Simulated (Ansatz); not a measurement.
## Cu(111) film, 5 layers, adrow: surface scattering

Aim: how much of the in-plane current does the surface defect in Cu(111) film, 5 layers, adrow reflect?

Calculated with Ansatz 0.2.0; Ansatz plane-wave DFT, PBE, PAW files; relaxation of the atoms about the surface defect; PAW set soft_1, in the first sound run; inputs show where later runs differ.

**1. Starting point**

The cell holds 81 atoms: 81 Cu. Its edges and angles: a = 21.435 Å, b = 2.556 Å, c = 35.419 Å, α = 90.0°, β = 90.0°, γ = 90.0°. It derives from Cu. Vacuum lies along a. The structure's axis is c.

**2. Relaxing about the defect**

The neighbours of the defect are let go while the lead's layers stay on their sites, since a lead must repeat to 0.01 Å.

Input file input.yaml:

```yaml
crystal:
  lattice:
    - [21.4354906455, 0.0, 0.0]
    - [0.0, 2.5561627297, 0.0]
    - [0.0, 0.0, 35.4192297623]
  atoms:
    - { symbol: Cu, position: [0.2099322136, 0.0, 0.0] }
    - { symbol: Cu, position: [0.2099322136, 0.5, 0.0625] }
    - { symbol: Cu, position: [0.3072986869, 0.0, 0.0416666667] }
    - { symbol: Cu, position: [0.3072986869, 0.5, 0.1041666667] }
    - { symbol: Cu, position: [0.4046651603, 0.0, 0.0833333333] }
    - { symbol: Cu, position: [0.4046651603, 0.5, 0.0208333333] }
    - { symbol: Cu, position: [0.5020316337, 0.0, 0.0] }
    - { symbol: Cu, position: [0.5020316337, 0.5, 0.0625] }
    - { symbol: Cu, position: [0.599398107, 0.0, 0.0416666667] }
    - { symbol: Cu, position: [0.599398107, 0.5, 0.1041666667] }
    - { symbol: Cu, position: [0.2099322136, 0.0, 0.125] }
    - { symbol: Cu, position: [0.2099322136, 0.5, 0.1875] }
    - { symbol: Cu, position: [0.3072986869, 0.0, 0.1666666667] }
    - { symbol: Cu, position: [0.3072986869, 0.5, 0.2291666667] }
    - { symbol: Cu, position: [0.4046651603, 0.0, 0.2083333333] }
    - { symbol: Cu, position: [0.4046651603, 0.5, 0.1458333333] }
    - { symbol: Cu, position: [0.5020316337, 0.0, 0.125] }
    - { symbol: Cu, position: [0.5020316337, 0.5, 0.1875] }
    - { symbol: Cu, position: [0.599398107, 0.0, 0.1666666667] }
    - { symbol: Cu, position: [0.599398107, 0.5, 0.2291666667] }
    - { symbol: Cu, position: [0.2099322136, 0.0, 0.25] }
    - { symbol: Cu, position: [0.2099322136, 0.5, 0.3125] }
    - { symbol: Cu, position: [0.3072986869, 0.0, 0.2916666667] }
    - { symbol: Cu, position: [0.3072986869, 0.5, 0.3541666667] }
    - { symbol: Cu, position: [0.4046651603, 0.0, 0.3333333333] }
    - { symbol: Cu, position: [0.4046651603, 0.5, 0.2708333333] }
    - { symbol: Cu, position: [0.5020316337, 0.0, 0.25] }
    - { symbol: Cu, position: [0.5020316337, 0.5, 0.3125] }
    - { symbol: Cu, position: [0.599398107, 0.0, 0.2916666667] }
    - { symbol: Cu, position: [0.599398107, 0.5, 0.3541666667] }
    - { symbol: Cu, position: [0.2099322136, 0.0, 0.375] }
    - { symbol: Cu, position: [0.2099322136, 0.5, 0.4375] }
    - { symbol: Cu, position: [0.3072986869, 0.0, 0.4166666667] }
    - { symbol: Cu, position: [0.3072986869, 0.5, 0.4791666667] }
    - { symbol: Cu, position: [0.4046651603, 0.0, 0.4583333333] }
    - { symbol: Cu, position: [0.4046651603, 0.5, 0.3958333333] }
    - { symbol: Cu, position: [0.5020316337, 0.0, 0.375] }
    - { symbol: Cu, position: [0.5020316337, 0.5, 0.4375] }
    - { symbol: Cu, position: [0.599398107, 0.0, 0.4166666667] }
    - { symbol: Cu, position: [0.599398107, 0.5, 0.4791666667] }
    - { symbol: Cu, position: [0.2099322136, 0.0, 0.5] }
    - { symbol: Cu, position: [0.2099322136, 0.5, 0.5625] }
    - { symbol: Cu, position: [0.3072986869, 0.0, 0.5416666667] }
    - { symbol: Cu, position: [0.3072986869, 0.5, 0.6041666667] }
    - { symbol: Cu, position: [0.4046651603, 0.0, 0.5833333333] }
    - { symbol: Cu, position: [0.4046651603, 0.5, 0.5208333333] }
    - { symbol: Cu, position: [0.5020316337, 0.0, 0.5] }
    - { symbol: Cu, position: [0.5020316337, 0.5, 0.5625] }
    - { symbol: Cu, position: [0.599398107, 0.0, 0.5416666667] }
    - { symbol: Cu, position: [0.599398107, 0.5, 0.6041666667] }
    - { symbol: Cu, position: [0.2099322136, 0.0, 0.625] }
    - { symbol: Cu, position: [0.2099322136, 0.5, 0.6875] }
    - { symbol: Cu, position: [0.3072986869, 0.0, 0.6666666667] }
    - { symbol: Cu, position: [0.3072986869, 0.5, 0.7291666667] }
    - { symbol: Cu, position: [0.4046651603, 0.0, 0.7083333333] }
    - { symbol: Cu, position: [0.4046651603, 0.5, 0.6458333333] }
    - { symbol: Cu, position: [0.5020316337, 0.0, 0.625] }
    - { symbol: Cu, position: [0.5020316337, 0.5, 0.6875] }
    - { symbol: Cu, position: [0.599398107, 0.0, 0.6666666667] }
    - { symbol: Cu, position: [0.599398107, 0.5, 0.7291666667] }
    - { symbol: Cu, position: [0.2099322136, 0.0, 0.75] }
    - { symbol: Cu, position: [0.2099322136, 0.5, 0.8125] }
    - { symbol: Cu, position: [0.3072986869, 0.0, 0.7916666667] }
    - { symbol: Cu, position: [0.3072986869, 0.5, 0.8541666667] }
    - { symbol: Cu, position: [0.4046651603, 0.0, 0.8333333333] }
    - { symbol: Cu, position: [0.4046651603, 0.5, 0.7708333333] }
    - { symbol: Cu, position: [0.5020316337, 0.0, 0.75] }
    - { symbol: Cu, position: [0.5020316337, 0.5, 0.8125] }
    - { symbol: Cu, position: [0.599398107, 0.0, 0.7916666667] }
    - { symbol: Cu, position: [0.599398107, 0.5, 0.8541666667] }
    - { symbol: Cu, position: [0.2099322136, 0.0, 0.875] }
    - { symbol: Cu, position: [0.2099322136, 0.5, 0.9375] }
    - { symbol: Cu, position: [0.3072986869, 0.0, 0.9166666667] }
    - { symbol: Cu, position: [0.3072986869, 0.5, 0.9791666667] }
    - { symbol: Cu, position: [0.4046651603, 0.0, 0.9583333333] }
    - { symbol: Cu, position: [0.4046651603, 0.5, 0.8958333333] }
    - { symbol: Cu, position: [0.5020316337, 0.0, 0.875] }
    - { symbol: Cu, position: [0.5020316337, 0.5, 0.9375] }
    - { symbol: Cu, position: [0.599398107, 0.0, 0.9166666667] }
    - { symbol: Cu, position: [0.599398107, 0.5, 0.9791666667] }
    - { symbol: Cu, position: [0.6980142798, 0.5, 0.5208333333] }
kpoints:
  mp_grid: { grid: [1, 9, 1] }
hamiltonian:
  xc: pbe
  pseudopotentials: { kind: paw, azcp: { folder: soft_1 } }
scf:
  occupations: { method: fermi_dirac, width: 0.1 }
relax:
  f_tol: 0.03
  max_steps: 40
  constraints:
    - { sites: [0, 1, 2, 3, 4, 5, 6, 7, 8, 9, 10, 11, 12, 13, 14, 15, 16, 17, 18, 19, 20, 21, 22, 23, 24, 25, 26, 27, 28, 30, 31, 32, 33, 34, 35, 40, 41, 42, 43, 44, 45, 50, 51, 52, 53, 54, 55, 57, 58, 59, 60, 61, 62, 63, 64, 65, 66, 67, 68, 69, 70, 71, 72, 73, 74, 75, 76, 77, 78, 79] }
```

Launch:

```bash
> ansatz run input.yaml --threads 8 --pin off --max-ram 15360MiB --backend cpu --events-out ev --progress --plain --runs-dir out
```

Numbers of over 12 decimals in the logs are rounded to 6 here.

Log:

```text
Engine: ansatz 0.2.0, x86_64-unknown-linux-gnu
Pseudopotentials: kind: paw
Pseudopotential: Cu, paw, valence charge 19, recommended cutoff 420 eV (normal), soft_1/Cu.paw.azcp
Functional definition: PBE
  parameter kappa = 0.804
  parameter beta = 0.066725
  exchange = pbe_x(kappa = kappa, mu = beta*pi^2/3)
  correlation = pbe_c(beta = beta)
Crystal: 81 atoms, lattice volume = 1940.712 Å³
Basis set: ecut = 420 eV, 38121 PW (Γ), exchange–correlation on 288×36×480 points (8 copies of the dense FFT grid, shifted against one another)
Bands: 924, of which v1, the nominal top of the filled ones, is band 770 counted from 1 (769 counted from 0)
Symmetry: 2 space group operations
Space group: Pm (ITA 6), of the structure as read, at distance tolerance 1.2e-4 Å
k-points: 5 of 9
Non-local potential: Cu, projectors of the file, l = 0: 3, l = 1: 2, l = 2: 3, l = 3: 1
PAW form: soft (Blöchl's): semilocal exchange-correlation on the pseudo side does not see the compensation charge
PAW one-centre angular grid: Cu, 590 points (default); XC on 64 Gauss nodes
Initial density: superposition of atomic densities (neutral atoms: chi_scale 0, normalization atom)
Initial wavefunctions: pseudopotential atomic-orbital guess
Functional: x = pbe(κ = 0.804, μ = 0.219515), c = pbe(β = 0.066725)
SCF iter   1: F=—  HF=-536692.659472 eV  |F-HF|=—  |Δ(HF+E_count)|=         —  Δρ=1.82e-1  dr2=3.88e2  ethr=3.10e-3  ⟨swp⟩=6.0  Hψ=17645  notcnv=0  defer=227
preconditioner: auto → LDOS  [metal: Δε(μ)=0.076 eV  Ē_g=7.810 eV  σ=0.100 eV  W_gap=0.19  n_scr=514 (ndim 8)  ℏωp=25.2 eV  f_vac=0.471  D(μ)=42.94/eV (n_scr^D=242)  β→1.0]
SCF iter   2: F=—  HF=-537131.668554 eV  |F-HF|=—  |Δ(HF+E_count)|=    4.39e2  Δρ=3.75e-1  dr2=1.51e3  ethr=3.10e-3  ⟨swp⟩=4.0  Hψ=14900  notcnv=0  defer=538  recentre
SCF iter   3: F=—  HF=-536629.936368 eV  |F-HF|=—  |Δ(HF+E_count)|=    5.02e2  Δρ=4.96e-2  dr2=3.37e1  ethr=3.10e-3  ⟨swp⟩=4.0  Hψ=11966  notcnv=0  defer=565
SCF iter   4: F=—  HF=-536625.788787 eV  |F-HF|=—  |Δ(HF+E_count)|=    4.15e0  Δρ=2.23e-2  dr2=5.67e0  ethr=2.19e-3  ⟨swp⟩=2.2  Hψ=7640  notcnv=0  defer=554
SCF iter   5: F=—  HF=-536624.671086 eV  |F-HF|=—  |Δ(HF+E_count)|=    1.12e0  Δρ=6.97e-3  dr2=9.64e-1  ethr=3.69e-4  ⟨swp⟩=2.0  Hψ=7635  notcnv=0  defer=557
SCF iter   6: F=—  HF=-536624.698247 eV  |F-HF|=—  |Δ(HF+E_count)|=   2.72e-2  Δρ=2.43e-3  dr2=1.33e-1  ethr=6.26e-5  ⟨swp⟩=2.0  Hψ=6277  notcnv=0  defer=557
SCF iter   7: F=—  HF=-536624.710583 eV  |F-HF|=—  |Δ(HF+E_count)|=   1.23e-2  Δρ=7.84e-4  dr2=1.34e-2  ethr=8.63e-6  ⟨swp⟩=2.0  Hψ=6297  notcnv=0  defer=557
SCF iter   8: F=—  HF=-536624.722408 eV  |F-HF|=—  |Δ(HF+E_count)|=   1.18e-2  Δρ=4.56e-4  dr2=3.44e-3  ethr=8.70e-7  ⟨swp⟩=2.4  Hψ=6614  notcnv=0  defer=557
SCF iter   9: F=—  HF=-536624.722637 eV  |F-HF|=—  |Δ(HF+E_count)|=   2.30e-4  Δρ=2.40e-4  dr2=1.51e-3  ethr=2.23e-7  ⟨swp⟩=2.0  Hψ=6436  notcnv=0  defer=557
SCF iter  10: F=—  HF=-536624.722678 eV  |F-HF|=—  |Δ(HF+E_count)|=   4.09e-5  Δρ=7.79e-5  dr2=1.54e-4  ethr=9.84e-8  ⟨swp⟩=2.0  Hψ=5843  notcnv=0  defer=557
SCF iter  11: F=-536624.722698 eV  HF=-536624.722671 eV  |F-HF|=2.65e-5  |Δ(HF+E_count)|=   7.30e-6  Δρ=2.48e-5  dr2=8.48e-6  ethr=1.46e-9  ⟨swp⟩=3.0  Hψ=16937  notcnv=0
SCF 1 converged in 11 iterations: F = -536624.722698 eV  dr2 = 8.48e-6
  greatest PAW one-centre occupation: 1.000 electrons in one spin orbital (limit 2), on the Cu atom at site 80 (counted from 0), in its partial waves of l = 0
relax step   1: F+E_penalty+E_count = -536624.72269755 eV  Δ(F+E_penalty+E_count) = +0.000e0 eV  max|allowed force component| = 7.515e-1 eV/Å  Δτ_max = 0.0000 Å  (11 SCF iters, dr2 threshold 2.25e-5 eV, accepted)
Initial density: handed on by an earlier stage of this run
Initial wavefunctions: those handed on with the density
iter 1 solved again at ethr=3.37e-6 eV; its pass at ethr=3.10e-3 eV (dr2=5.18e-2 eV) is discarded
SCF iter   1: F=—  HF=-536624.784358 eV  |F-HF|=—  |Δ(HF+E_count)|=         —  Δρ=1.74e-3  dr2=4.42e-2  ethr=3.37e-6  ⟨swp⟩=2.8  Hψ=14729  notcnv=0  defer=554
preconditioner: auto → LDOS  [metal: Δε(μ)=0.009 eV  Ē_g=8.627 eV  σ=0.100 eV  W_gap=0.02  n_scr=514 (ndim 8)  ℏωp=25.2 eV  f_vac=0.472  D(μ)=30.30/eV (n_scr^D=168)  β→1.0]
SCF iter   2: F=—  HF=-536624.791042 eV  |F-HF|=—  |Δ(HF+E_count)|=   6.68e-3  Δρ=2.52e-3  dr2=6.81e-2  ethr=2.87e-6  ⟨swp⟩=3.0  Hψ=8647  notcnv=0  defer=554
SCF iter   3: F=—  HF=-536624.777869 eV  |F-HF|=—  |Δ(HF+E_count)|=   1.32e-2  Δρ=4.21e-4  dr2=3.48e-3  ethr=2.87e-6  ⟨swp⟩=2.4  Hψ=8136  notcnv=0  defer=554
SCF iter   4: F=—  HF=-536624.779271 eV  |F-HF|=—  |Δ(HF+E_count)|=   1.40e-3  Δρ=1.77e-4  dr2=4.35e-4  ethr=2.26e-7  ⟨swp⟩=3.0  Hψ=8404  notcnv=0  defer=554
SCF iter   5: F=—  HF=-536624.779372 eV  |F-HF|=—  |Δ(HF+E_count)|=   1.01e-4  Δρ=2.06e-4  dr2=4.82e-4  ethr=2.83e-8  ⟨swp⟩=3.0  Hψ=9212  notcnv=0  defer=554
SCF iter   6: F=-536624.779328 eV  HF=-536624.779308 eV  |F-HF|=2.03e-5  |Δ(HF+E_count)|=   6.42e-5  Δρ=2.15e-5  dr2=5.88e-6  ethr=2.29e-9  ⟨swp⟩=3.0  Hψ=18302  notcnv=0
SCF 2 converged in 6 iterations: F = -536624.779328 eV  dr2 = 5.88e-6
relax step   2: F+E_penalty+E_count = -536624.77932820 eV  Δ(F+E_penalty+E_count) = -5.663e-2 eV  max|allowed force component| = 4.401e-1 eV/Å  Δτ_max = 0.0855 Å  (6 SCF iters, dr2 threshold 3.53e-5 eV, accepted)
SCF iter   1: F=—  HF=-536624.819433 eV  |F-HF|=—  |Δ(HF+E_count)|=         —  Δρ=3.80e-3  dr2=1.86e-1  ethr=1.64e-4  ⟨swp⟩=6.4  Hψ=12149  notcnv=0  defer=554
preconditioner: auto → LDOS  [metal: Δε(μ)=0.007 eV  Ē_g=8.620 eV  σ=0.100 eV  W_gap=0.02  n_scr=514 (ndim 8)  ℏωp=25.2 eV  f_vac=0.472  D(μ)=30.45/eV (n_scr^D=168)  β→1.0]
SCF iter   2: F=—  HF=-536624.802264 eV  |F-HF|=—  |Δ(HF+E_count)|=   1.72e-2  Δρ=3.59e-3  dr2=1.46e-1  ethr=1.21e-5  ⟨swp⟩=3.0  Hψ=10083  notcnv=0  defer=555
SCF iter   3: F=—  HF=-536624.791266 eV  |F-HF|=—  |Δ(HF+E_count)|=   1.10e-2  Δρ=3.00e-3  dr2=1.07e-1  ethr=9.51e-6  ⟨swp⟩=3.0  Hψ=8974  notcnv=0  defer=555
SCF iter   4: F=—  HF=-536624.775284 eV  |F-HF|=—  |Δ(HF+E_count)|=   1.60e-2  Δρ=1.25e-3  dr2=1.82e-2  ethr=6.98e-6  ⟨swp⟩=2.0  Hψ=8212  notcnv=0  defer=555
SCF iter   5: F=—  HF=-536624.772135 eV  |F-HF|=—  |Δ(HF+E_count)|=   3.15e-3  Δρ=3.59e-4  dr2=1.39e-3  ethr=1.18e-6  ⟨swp⟩=2.8  Hψ=7885  notcnv=0  defer=555
SCF iter   6: F=—  HF=-536624.773445 eV  |F-HF|=—  |Δ(HF+E_count)|=   1.31e-3  Δρ=3.77e-5  dr2=9.04e-5  ethr=9.05e-8  ⟨swp⟩=3.0  Hψ=8933  notcnv=0  defer=555
SCF iter   7: F=—  HF=-536624.773521 eV  |F-HF|=—  |Δ(HF+E_count)|=   7.66e-5  Δρ=6.73e-5  dr2=8.01e-5  ethr=5.88e-9  ⟨swp⟩=2.8  Hψ=8983  notcnv=0  defer=555
[...]
SCF iter   4: F=—  HF=-536624.805456 eV  |F-HF|=—  |Δ(HF+E_count)|=   1.20e-7  Δρ=2.88e-6  dr2=1.06e-7  ethr=5.33e-11  ⟨swp⟩=2.0  Hψ=7701  notcnv=0  defer=552
SCF iter   5: F=-536624.805456 eV  HF=-536624.805456 eV  |F-HF|=4.66e-9  |Δ(HF+E_count)|=   1.69e-8  Δρ=7.65e-7  dr2=7.78e-9  ethr=6.50e-12  ⟨swp⟩=3.8  Hψ=12345  notcnv=0
SCF 6 converged in 5 iterations: F = -536624.805456 eV  dr2 = 7.78e-9
relax step   6: F+E_penalty+E_count = -536624.80545589 eV  Δ(F+E_penalty+E_count) = -8.758e-7 eV  max|allowed force component| = 7.266e-3 eV/Å  Δτ_max = 0.0000 Å  (5 SCF iters, accepted)
SCF converged after 5 iterations
Free energy (F): -536624.805456 eV
Harris-Foulkes:  -536624.805456 eV  (|F-HF|=4.66e-9)
Internal energy: -536623.850072 eV  (E = F + TS)
E sigma→0 (E₀):  -536624.327764 eV
Entropy (-TS):   -0.955384 eV (-11.795 meV/atom)
Fermi energy:    5.690127 eV
--- Per-component energies (eV) ---
  E_band       = -45941.219208
  E_kinetic    = 21174.290584
  E_local      = -2590155.235806  (includes V_loc(G=0)·N_el)
  E_nonlocal   = 72189.573830
  E_hartree    = 1259117.242549
  E_xc         = -5548.170436
  E_vxc        = -7160.408341  (∫ρ·V_xc dr)
  E_paw        = -147105.298809  (= ΣΔE_a)
  E_vpaw       = -60223.961135  (= ΣTr[D̂ρ^β])
  E_aug_tail   = 0.079540  (compensation charges beyond the density's cutoff)
  E_ewald      = 853703.668475
  E_smearing   = -0.955384  (= −TS)
  E_closure    = 0.000000  (closes the sum)
  Σ components = -536624.805456   (vs F -536624.805456, Δ=0.00e0)
--- Forces (eV/Å), atoms counted from 1 ---
  atom   1  Cu     0.01768297     0.00000000     0.00089116
  atom   2  Cu     0.01912996     0.00000000    -0.00084796
  atom   3  Cu    -0.05333396     0.00000000    -0.00464967
  atom   4  Cu    -0.05338902     0.00000000    -0.00551323
  atom   5  Cu    -0.00016694     0.00000000    -0.00087919
  atom   6  Cu    -0.00220996     0.00000000     0.00044186
  atom   7  Cu     0.05451592     0.00000000     0.00639117
  atom   8  Cu     0.05396129     0.00000000     0.00592527
  atom   9  Cu    -0.02012210     0.00000000    -0.00170097
  atom  10  Cu    -0.02008243     0.00000000    -0.00107992
  atom  11  Cu     0.01909783     0.00000000     0.00157484
  atom  12  Cu     0.02202577     0.00000000    -0.00315620
  atom  13  Cu    -0.05290211     0.00000000    -0.00747806
  atom  14  Cu    -0.05351867     0.00000000    -0.00472746
  atom  15  Cu    -0.00006713     0.00000000    -0.00067048
  atom  16  Cu    -0.00010305     0.00000000     0.00024898
  atom  17  Cu     0.05526886     0.00000000     0.00722509
  atom  18  Cu     0.05388106     0.00000000     0.00606300
  atom  19  Cu    -0.02042735     0.00000000    -0.00123671
  atom  20  Cu    -0.01820636     0.00000000     0.00112590
  atom  21  Cu     0.02000419     0.00000000     0.00320223
  atom  22  Cu     0.01923986     0.00000000     0.00690000
  atom  23  Cu    -0.05479520     0.00000000    -0.00589948
  atom  24  Cu    -0.04671352     0.00000000    -0.00790699
  atom  25  Cu     0.00608445     0.00000000     0.00321458
  atom  26  Cu     0.00022477     0.00000000     0.00200090
  atom  27  Cu     0.05230938     0.00000000     0.00597372
  atom  28  Cu     0.03214253     0.00000000    -0.00266608
  atom  29  Cu    -0.01587872     0.00000000    -0.03870822
  atom  30  Cu    -0.00051422     0.00000000    -0.00001616
  atom  31  Cu     0.01967373     0.00000000    -0.00229310
  atom  32  Cu     0.02119075     0.00000000     0.00301380
  atom  33  Cu    -0.05801290     0.00000000    -0.00466713
  atom  34  Cu    -0.05867627     0.00000000     0.00203844
  atom  35  Cu     0.04535353     0.00000000     0.00800107
  atom  36  Cu     0.05678253     0.00000000     0.02844503
  atom  37  Cu    -0.00006089     0.00000000    -0.00027609
  atom  38  Cu     0.00067070     0.00000000    -0.00029644
  atom  39  Cu     0.00071936     0.00000000    -0.00243499
  atom  40  Cu    -0.00104942     0.00000000    -0.00163496
[...]
atom  70  Cu    -0.01958996     0.00000000    -0.00204188
  atom  71  Cu     0.01932806     0.00000000     0.00242479
  atom  72  Cu     0.01962121     0.00000000     0.00075026
  atom  73  Cu    -0.05300088     0.00000000    -0.00705318
  atom  74  Cu    -0.05322792     0.00000000    -0.00684164
  atom  75  Cu    -0.00085251     0.00000000    -0.00018291
  atom  76  Cu    -0.00074437     0.00000000    -0.00016115
  atom  77  Cu     0.05482477     0.00000000     0.00531935
  atom  78  Cu     0.05468092     0.00000000     0.00617041
  atom  79  Cu    -0.02092239     0.00000000     0.00079790
  atom  80  Cu    -0.01971655     0.00000000     0.00031026
  atom  81  Cu     0.00523219     0.00000000     0.00221381
  max |Σ_I F_I| component: 3.09e-5 eV/Å
--- Relaxed structure (6 steps of the walk, 5 accepted, 0 SCFs on fresh bases) ---
  F+E_penalty+E_count = -536624.80545589 eV   max|allowed force component| = 7.266e-3 eV/Å
  atoms:
    - { symbol: Cu, position: [0.209932, 0.0, 0.0] }
    - { symbol: Cu, position: [0.209932, 0.5, 0.0625] }
    - { symbol: Cu, position: [0.307299, 0.0, 0.041667] }
    - { symbol: Cu, position: [0.307299, 0.5, 0.104167] }
    - { symbol: Cu, position: [0.404665, 0.0, 0.083333] }
    - { symbol: Cu, position: [0.404665, 0.5, 0.020833] }
    - { symbol: Cu, position: [0.5020316337, 0.0, 0.0] }
    - { symbol: Cu, position: [0.5020316337, 0.5, 0.0625] }
    - { symbol: Cu, position: [0.599398107, 0.0, 0.041667] }
    - { symbol: Cu, position: [0.599398107, 0.5, 0.104167] }
    - { symbol: Cu, position: [0.209932, 0.0, 0.125] }
    - { symbol: Cu, position: [0.209932, 0.5, 0.1875] }
    - { symbol: Cu, position: [0.307299, 0.0, 0.166667] }
    - { symbol: Cu, position: [0.307299, 0.5, 0.229167] }
    - { symbol: Cu, position: [0.404665, 0.0, 0.208333] }
    - { symbol: Cu, position: [0.404665, 0.5, 0.145833] }
    - { symbol: Cu, position: [0.5020316337, 0.0, 0.125] }
    - { symbol: Cu, position: [0.5020316337, 0.5, 0.1875] }
    - { symbol: Cu, position: [0.599398107, 0.0, 0.166667] }
    - { symbol: Cu, position: [0.599398107, 0.5, 0.229167] }
    - { symbol: Cu, position: [0.209932, 0.0, 0.25] }
    - { symbol: Cu, position: [0.209932, 0.5, 0.312500] }
    - { symbol: Cu, position: [0.307299, 0.0, 0.291667] }
    - { symbol: Cu, position: [0.307299, 0.5, 0.354167] }
    - { symbol: Cu, position: [0.404665, 0.0, 0.3333333333] }
    - { symbol: Cu, position: [0.404665, 0.5, 0.270833] }
    - { symbol: Cu, position: [0.5020316337, 0.0, 0.25] }
    - { symbol: Cu, position: [0.5020316337, 0.5, 0.312500] }
    - { symbol: Cu, position: [0.599398107, 0.0, 0.291667] }
    - { symbol: Cu, position: [0.599303, 0.5, 0.353806] }
    - { symbol: Cu, position: [0.209932, 0.0, 0.375] }
    - { symbol: Cu, position: [0.209932, 0.5, 0.437500] }
    - { symbol: Cu, position: [0.307299, 0.0, 0.416667] }
    - { symbol: Cu, position: [0.307299, 0.5, 0.479167] }
    - { symbol: Cu, position: [0.404665, 0.0, 0.458333] }
    - { symbol: Cu, position: [0.404665, 0.5, 0.395833] }
    - { symbol: Cu, position: [0.502236, 0.0, 0.375056] }
    - { symbol: Cu, position: [0.502929, 0.5, 0.437858] }
    - { symbol: Cu, position: [0.599393, 0.0, 0.415923] }
    - { symbol: Cu, position: [0.601160, 0.5, 0.478157] }
[...]
- { symbol: Cu, position: [0.599398107, 0.5, 0.854167] }
    - { symbol: Cu, position: [0.209932, 0.0, 0.875000] }
    - { symbol: Cu, position: [0.209932, 0.5, 0.937500] }
    - { symbol: Cu, position: [0.307299, 0.0, 0.9166666667] }
    - { symbol: Cu, position: [0.307299, 0.5, 0.9791666667] }
    - { symbol: Cu, position: [0.404665, 0.0, 0.958333] }
    - { symbol: Cu, position: [0.404665, 0.5, 0.895833] }
    - { symbol: Cu, position: [0.5020316337, 0.0, 0.875000] }
    - { symbol: Cu, position: [0.5020316337, 0.5, 0.937500] }
    - { symbol: Cu, position: [0.599398107, 0.0, 0.9166666667] }
    - { symbol: Cu, position: [0.599398107, 0.5, 0.9791666667] }
    - { symbol: Cu, position: [0.689752, 0.5, 0.521243] }
```

Elapsed: 31 min, on 8 threads of Intel Xeon at 2.70GHz, shared host; peak memory 9.6 GiB.

(Part 1 of 2 ends here.)

[Logs are printed without paths, hosts, clocks, repeated set-up lines and the standing remarks that a program may print on its own settings, such as how far it seeks lower states.]

[Hosts, paths, dates, database ids (printed as entryN), source tags and the programs' standing remarks are cut or masked in the printed files.]
